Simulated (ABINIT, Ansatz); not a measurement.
## GaAs (F-43m): changed settings of a GW run in ABINIT

Aim: change inputs of a GW run on GaAs (F-43m) and see what moves.

Program: ABINIT 10.8.3. Level of theory: PBE and many-body steps on it, plane waves. Results are calculated unless marked as measured.

This is a report of a sequence of runs, with most program output left out.

## (1) Set-up

It takes space group F-43m (No. 216, cubic). The conventional cell has a = 5.654 Å, b = 5.654 Å, c = 5.654 Å, α = 90.00°, β = 90.00°, γ = 90.00°. Nearest to Ga lie 4 As at 2.45 Å. Nearest to As lie 4 Ga at 2.45 Å. Farther neighbours are not listed.

The cell and positions come from the Crystallography Open Database and are kept as given unless a step says otherwise.

## (2) Screening, 4×4×4 mesh, 77 bands, screening to 141.5 eV

This step: ABINIT 10.8.3; RPA screening on PBE, plane waves, norm-conserving pseudopotentials.

The RPA dielectric matrix is built and inverted for each q.

The input, run.abi:

```
acell 3*1.0 Angstrom
rprim 
  0.000000000000 2.826850000000 2.826850000000
  2.826850000000 0.000000000000 2.826850000000
  2.826850000000 2.826850000000 0.000000000000
ntypat 2
znucl 31 33
natom 2
typat 1 2
xred 
  0.000000000000 0.000000000000 0.000000000000
  0.250000000000 0.250000000000 0.250000000000
pp_dirpath "pseudos"
pseudos "Ga.upf, As.upf"
ecut 45
ngkpt 4 4 4
nshiftk 1
shiftk 0 0 0
kptopt 1
chksymbreak 0
istwfk *1
occopt 1
irdwfk 1
optdriver 3
nband 77
ecuteps 5.2
inclvkb 2
awtr 1
symchi 1
indata_prefix "in"
outdata_prefix "out"
tmpdata_prefix "tmp"
```

Command:

```
> OMP_NUM_THREADS=1 mpirun -n 4 abinit run.abi > log
```

Elapsed: 24 s, on 4 MPI ranks of Arm Neoverse V2, shared host; peak memory 1 GiB.

This step gave:

- ε∞ with local fields, on this mesh, along the program's q direction: 140.2
- the same without local fields: 149.5
- plasma frequency: 36.65 eV
- plane waves in the screening matrix: 169

Local fields lower ε∞ by 6 %. The value itself is an artefact of the mesh, where one narrow direct gap carries too much weight.

## (3) Base

The self-energy is evaluated for the states that the input lists, and the levels follow from it, in one-shot runs by the linearised quasiparticle equation.

This step: G0W0 on PBE, plane waves, norm-conserving pseudopotentials.

Edit run.abi of step 2 so:

```diff
@@ -23,8 +23,15 @@
 irdwfk 1
-optdriver 3
+optdriver 4
 nband 77
+gwcalctyp 0
+ecutsigx 45
+symsigma 1
+nkptgw 1
+kptgw 
+  0.0000000000 0.0000000000 0.0000000000
+bdgw 
+  20 26
 ecuteps 5.2
-inclvkb 2
-awtr 1
-symchi 1
+irdscr 1
+ppmodel 1
 indata_prefix "in"
```

It took 4.4 s on 4 MPI ranks; peak memory 0.7 GiB.

Numbers from this step:

```
G0W0 gap on the points computed              : 1.161 eV
starting gap on the mesh                     : 0.5078 eV
k of the valence top                         : 0, 0, 0
k of the conduction bottom                   : 0, 0, 0
Z at the valence top                         : 0.798
Z at the conduction bottom                   : 0.802
least direct G0W0 gap on the computed points : 1.161 eV
```

The gap on the mesh goes from 0.51 eV to 1.16 eV, a correction of +0.65 eV.

## (4) Smaller part of the screening matrix

Edit run.abi of step 3 so:

```diff
@@ -33,3 +33,3 @@
   20 26
-ecuteps 5.2
+ecuteps 2.6
 irdscr 1
```

Wall time 3.4 s (4 MPI ranks); peak memory 0.63 GiB; 13 s of CPU time.

Numbers from this step:

```
G0W0 gap on the points computed              : 1.145 eV
starting gap on the mesh                     : 0.5078 eV
k of the valence top                         : 0, 0, 0
k of the conduction bottom                   : 0, 0, 0
Z at the valence top                         : 0.8
Z at the conduction bottom                   : 0.803
least direct G0W0 gap on the computed points : 1.145 eV
```

## (5) Unknown plasmon-pole model

Edit run.abi of step 4 so:

```diff
@@ -33,5 +33,5 @@
   20 26
-ecuteps 2.6
+ecuteps 5.2
 irdscr 1
-ppmodel 1
+ppmodel 7
 indata_prefix "in"
```

The job ended after 2.6 s (4 MPI ranks; peak memory 0.19 GiB; 7.5 s of CPU time).

The run stopped with an error after 2.6 s.

The program's words: Wrong ppm%model: 7

The fault put into this input: unknown plasmon-pole model.

## (6) The runs together

Times are wall times on 4 MPI ranks of Arm Neoverse V2, shared host, good to a factor of about two. A run's time includes the screening step that it read.

```tsv
run	mesh	bands	screening cutoff (eV)	DFT gap (eV)	gap on the mesh (eV)	direct (eV)	ε∞ used	time
base	4×4×4	77	141.5	0.508	1.161	1.161	140.21	29 s
smaller part of the screening matrix	4×4×4	77	70.7	0.508	1.145	1.145	140.21	27 s
```

## (7) Results

| Item | Value |
| --- | --- |
| base | 1.161 eV |
| smaller part of the screening matrix | 1.145 eV |
| known limits | not at the basis limit; screening runs away on this mesh; no spin-orbit coupling; coarse k mesh |

In words: Smaller part of the screening matrix: −0.016 eV against base (keys changed: ecuteps). Bands and cutoff are finite, so the gap is not at the basis limit. The miss can reach some tenths of an eV and take either sign; the mesh is an error of its own. In the first G0W0 run levels were corrected at 1 k point alone, so a gap called «on the mesh» is the least over those, and an edge elsewhere would be missed. The 4×4×4 mesh is coarse for this cell, which bears on the long-range parts of exchange and screening. For the PBE start: On this mesh the RPA ε∞ passes 90, more than nearly any semiconductor shows; a coarse mesh does this where one point with a narrow direct gap carries much weight. The screening is then too strong, and the G0W0 gap should not be taken as the material's. The many-body steps are scalar-relativistic: spin-orbit coupling is not in them.

[Paths, hosts, dates, memory and timing lines, banners, echoed tables and standing remarks are left out of the program output.]

[Logs are printed without paths, hosts, clocks, repeated set-up lines and the standing remarks that a program may print on its own settings, such as how far it seeks lower states.]

[Runs of the session that timed out or met a known fault of the program may be left out.]

[No measured gap is set beside runs whose start may be inverted or whose files or cutoffs have a known fault.]

[Hosts, paths, dates, database ids (printed as entryN), source tags and the programs' standing remarks are cut or masked in the printed files.]

[G0W0 gaps are taken among the corrected bands and points alone; a level outside them can change the order at an edge.]

[Where Ansatz stands beside ABINIT at settings called matched, ABINIT's density can come from a denser mesh and the files from another edition; pairs whose starting gaps differed by over 0.03 eV were left out, so agreement reads better than it is.]
